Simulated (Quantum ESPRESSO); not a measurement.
## CaO (Lime): a mode Grüneisen parameter, worked out

By how much does an optical zone-centre mode of CaO (Lime) shift under hydrostatic pressure?

Method: DFT LDA, scalar-relativistic, plane waves, JTH PAW pseudopotentials, in Quantum ESPRESSO 7.5.

**1. The relaxed structure**

The structure is cubic, space group Fm-3m (No. 225). The conventional cell has a = 4.707 Å, b = 4.707 Å, c = 4.707 Å, α = 90.00°, β = 90.00°, γ = 90.00°. Nearest to Ca lie 6 O at 2.35 Å. O has 6 Ca at 2.35 Å nearest. Farther neighbours and most contacts between anions are not listed.

Structure file:

```
Ca O
1.0
    -2.35369    0.00000    2.35369
     0.00000    2.35369    2.35369
    -2.35369    2.35369    0.00000
Ca O
1 1
Cartesian
  0.0000 0.0000 0.0000
  -2.3537 2.3537 2.3537
```

This is the cell after its relaxation at this level of theory, not the database cell from which that began.

**2. Runs at several volumes**

The relaxed cell is scaled uniformly; in this structure symmetry fixes all atoms, so nothing has to be relaxed anew. Each volume gets a ground state and a response at Γ. The mode followed is the highest one without the macroscopic field, of symmetry T1u; longitudinal polar modes lie higher. Cutoff 60 Ry, k mesh 8×8×8.

From the response at V/V₀ = 0.94:

The program printed:

```text
[banners, grids, parts of the stress and lines that vanish by symmetry left out]
Program PHONON v.7.5
     Reading xml data from directory:

[...]
Exchange-correlation= PW
                           (   1   4   0   0   0   0   0)
[...]
kinetic-energy cut-off    =      60.0000  Ry
     charge density cut-off    =     480.0000  Ry
     convergence threshold     =      1.0E-18
[...]
Exchange-correlation= PW
                           (   1   4   0   0   0   0   0)
[...]
q = (   0.0000000   0.0000000   0.0000000 )
     49 Sym.Ops. (with q -> -q+G )
     G cutoff =  923.2580  (  29603 G-vectors)     FFT grid: ( 45, 45, 45)
     G cutoff =  461.6290  (  10417 G-vectors)  smooth grid: ( 32, 32, 32)
     number of k points=    29
[...]
Mode symmetry, O_h (m-3m)  point group:
[...]
Dielectric constant
[...]
End of electric fields calculation
          Dielectric constant in cartesian axis
          (       3.929799533       0.000000000       0.000000000 )
          (       0.000000000       3.929799533      -0.000000000 )
          (       0.000000000      -0.000000000       3.929799533 )
          Effective charges (d Force / dE) in cartesian axis without acoustic sum rule applied (asr)
           atom    1  Ca    Mean Z*:        2.40368
      Ex  (        2.40368       -0.00000       -0.00000 )
      Ey  (       -0.00000        2.40368        0.00000 )
      Ez  (       -0.00000        0.00000        2.40368 )
           atom    2  O     Mean Z*:       -2.39901
      Ex  (       -2.39901       -0.00000       -0.00000 )
      Ey  (       -0.00000       -2.39901        0.00000 )
      Ez  (       -0.00000        0.00000       -2.39901 )
          Effective charges Sum: Mean:        0.00468
[...]
Effective charges (d Force / dE) in cartesian axis with asr applied:
           atom    1  Ca    Mean Z*:        2.40135
[...]
atom    2  O     Mean Z*:       -2.40135
[...]
Representation #   1 modes #   1   2   3
[...]
End of self-consistent calculation
     Convergence has been achieved
     Representation #   2 modes #   4   5   6
[...]
End of self-consistent calculation
     Convergence has been achieved
[...]
Dielectric constant in cartesian axis
          (       3.929799533       0.000000000       0.000000000 )
          (       0.000000000       3.929799533      -0.000000000 )
          (       0.000000000      -0.000000000       3.929799533 )
          Effective charges (d Force / dE) in cartesian axis without acoustic sum rule applied (asr)
           atom    1  Ca    Mean Z*:        2.40368
      Ex  (        2.40368       -0.00000       -0.00000 )
      Ey  (       -0.00000        2.40368        0.00000 )
      Ez  (       -0.00000        0.00000        2.40368 )
           atom    2  O     Mean Z*:       -2.39901
      Ex  (       -2.39901       -0.00000       -0.00000 )
      Ey  (       -0.00000       -2.39901        0.00000 )
      Ez  (       -0.00000        0.00000       -2.39901 )
          Effective charges Sum: Mean:        0.00468
[...]
Effective charges (d Force / dE) in cartesian axis with asr applied:
           atom    1  Ca    Mean Z*:        2.40135
[...]
atom    2  O     Mean Z*:       -2.40135
[...]
q = (    0.000000000   0.000000000   0.000000000 )
[...]
freq (    1) =      -0.059787 [THz] =      -1.994270 [cm-1]
     freq (    2) =      -0.059787 [THz] =      -1.994270 [cm-1]
     freq (    3) =      -0.059787 [THz] =      -1.994270 [cm-1]
     freq (    4) =      10.067350 [THz] =     335.810661 [cm-1]
     freq (    5) =      10.067350 [THz] =     335.810661 [cm-1]
     freq (    6) =      10.067350 [THz] =     335.810661 [cm-1]
[...]
Mode symmetry, O_h (m-3m)  point group:
     freq (   1-   3) =         -2.0  [cm-1]   --> T_1u G_15  G_4- I
     freq (   4-   6) =        335.8  [cm-1]   --> T_1u G_15  G_4- I

   JOB DONE.
```

One volume, V/V₀ = 1.03, is held back as a test.

| V/V₀ | volume (Å³/atom) | pressure (GPa) | ω (cm⁻¹) |
| --- | --- | --- | --- |
| 0.94 | 12.257 | 8.77 | 335.81 |
| 0.97 | 12.648 | 3.84 | 312.91 |
| 1 | 13.039 | -0.35 | 290.62 |
| 1.03 | 13.430 | -3.91 | held back |
| 1.06 | 13.821 | -6.94 | 247.43 |

**3. The fit**

The mode Grüneisen parameter is γ = −d ln ω / d ln V.

| ln(V/V₀) | ln ω |
| --- | --- |
| -0.0619 | 5.8165 |
| -0.0305 | 5.7459 |
| 0.0000 | 5.6720 |
| 0.0583 | 5.5111 |

A straight line through these points has the slope -2.554, so γ = 2.55; at V/V₀ = 1.03 it predicts ω = exp(5.6647 − 0.0755) = 267.51 cm⁻¹.

A parabola of pressure against ln V through V/V₀ = 0.97, 1 and 1.03 gives the bulk modulus B = −dP/d ln V = 129 GPa at V₀. With ω₀ from the fitted line the pressure coefficient follows as dω/dP = γ ω₀ / B = 2.55 × 288.5 / 129 = 5.72 cm⁻¹/GPa.

**4. The run that was held back**

The program printed:

```text
[banners, grids, parts of the stress and lines that vanish by symmetry left out]
[banner, memory and clock lines left out]
Program PHONON v.7.5

[...]
Exchange-correlation= PW
                           (   1   4   0   0   0   0   0)
[...]
kinetic-energy cut-off    =      60.0000  Ry
     charge density cut-off    =     480.0000  Ry
     convergence threshold     =      1.0E-18
[...]
Exchange-correlation= PW
                           (   1   4   0   0   0   0   0)
[...]
q = (   0.0000000   0.0000000   0.0000000 )
     49 Sym.Ops. (with q -> -q+G )
     G cutoff =  981.2869  (  32311 G-vectors)     FFT grid: ( 45, 45, 45)
     G cutoff =  490.6435  (  11311 G-vectors)  smooth grid: ( 32, 32, 32)
     number of k points=    29
[...]
Mode symmetry, O_h (m-3m)  point group:
[...]
Dielectric constant
[...]
End of electric fields calculation
          Dielectric constant in cartesian axis
          (       3.858463105       0.000000000      -0.000000000 )
          (       0.000000000       3.858463105      -0.000000000 )
          (      -0.000000000      -0.000000000       3.858463105 )
          Effective charges (d Force / dE) in cartesian axis without acoustic sum rule applied (asr)
           atom    1  Ca    Mean Z*:        2.36240
      Ex  (        2.36240        0.00000        0.00000 )
      Ey  (        0.00000        2.36240       -0.00000 )
      Ez  (        0.00000        0.00000        2.36240 )
           atom    2  O     Mean Z*:       -2.35755
      Ex  (       -2.35755        0.00000        0.00000 )
[...]
Representation #   1 modes #   1   2   3
[...]
End of self-consistent calculation
     Convergence has been achieved
     Representation #   2 modes #   4   5   6
[...]
End of self-consistent calculation
     Convergence has been achieved
[...]
Dielectric constant in cartesian axis
          (       3.858463105       0.000000000      -0.000000000 )
          (       0.000000000       3.858463105      -0.000000000 )
          (      -0.000000000      -0.000000000       3.858463105 )
          Effective charges (d Force / dE) in cartesian axis without acoustic sum rule applied (asr)
           atom    1  Ca    Mean Z*:        2.36240
      Ex  (        2.36240        0.00000        0.00000 )
      Ey  (        0.00000        2.36240       -0.00000 )
      Ez  (        0.00000        0.00000        2.36240 )
           atom    2  O     Mean Z*:       -2.35755
      Ex  (       -2.35755        0.00000        0.00000 )
      Ey  (        0.00000       -2.35755       -0.00000 )
      Ez  (        0.00000       -0.00000       -2.35755 )
          Effective charges Sum: Mean:        0.00485
[...]
Effective charges (d Force / dE) in cartesian axis with asr applied:
           atom    1  Ca    Mean Z*:        2.35997
[...]
atom    2  O     Mean Z*:       -2.35997
[...]
q = (    0.000000000   0.000000000   0.000000000 )
[...]
freq (    1) =      -0.008140 [THz] =      -0.271516 [cm-1]
     freq (    2) =      -0.008140 [THz] =      -0.271516 [cm-1]
     freq (    3) =      -0.008140 [THz] =      -0.271516 [cm-1]
     freq (    4) =       8.058579 [THz] =     268.805250 [cm-1]
     freq (    5) =       8.058579 [THz] =     268.805250 [cm-1]
     freq (    6) =       8.058579 [THz] =     268.805250 [cm-1]
[...]
Mode symmetry, O_h (m-3m)  point group:
     freq (   1-   3) =         -0.3  [cm-1]   --> T_1u G_15  G_4- I
     freq (   4-   6) =        268.8  [cm-1]   --> T_1u G_15  G_4- I
```

It gives 268.81 cm⁻¹ against the predicted 267.51 cm⁻¹, a miss of 1 cm⁻¹.

**5. Summary of results**

| Quantity | Value |
| --- | --- |
| mode Grüneisen parameter | 2.554 |
| bulk modulus | 129 GPa |
| pressure coefficient | 5.72 cm⁻¹/GPa |

**Reading.** The highest optical mode of CaO (Lime) without the LO-TO term stiffens by 5.72 cm⁻¹ a GPa near the relaxed volume, with γ = 2.55. The power law meets all 5 runs within 0.74 %; between neighbouring volumes γ runs from 2.25 to 2.89. Such a coefficient turns a measured shift of this mode into a hydrostatic stress; uniaxial or biaxial stress splits the mode and needs deformation potentials. These are harmonic values at zero temperature for the structure held cubic, which a run at Γ can't show to be stable; the bulk modulus rests on three points.

[Host names and launcher messages were left out of these logs when they were recorded.]

[Logs are printed without paths, hosts, clocks, repeated set-up lines and the standing remarks that a program may print on its own settings, such as how far it seeks lower states.]

[Hosts, paths, dates, database ids (printed as entryN), source tags and the programs' standing remarks are cut or masked in the printed files.]
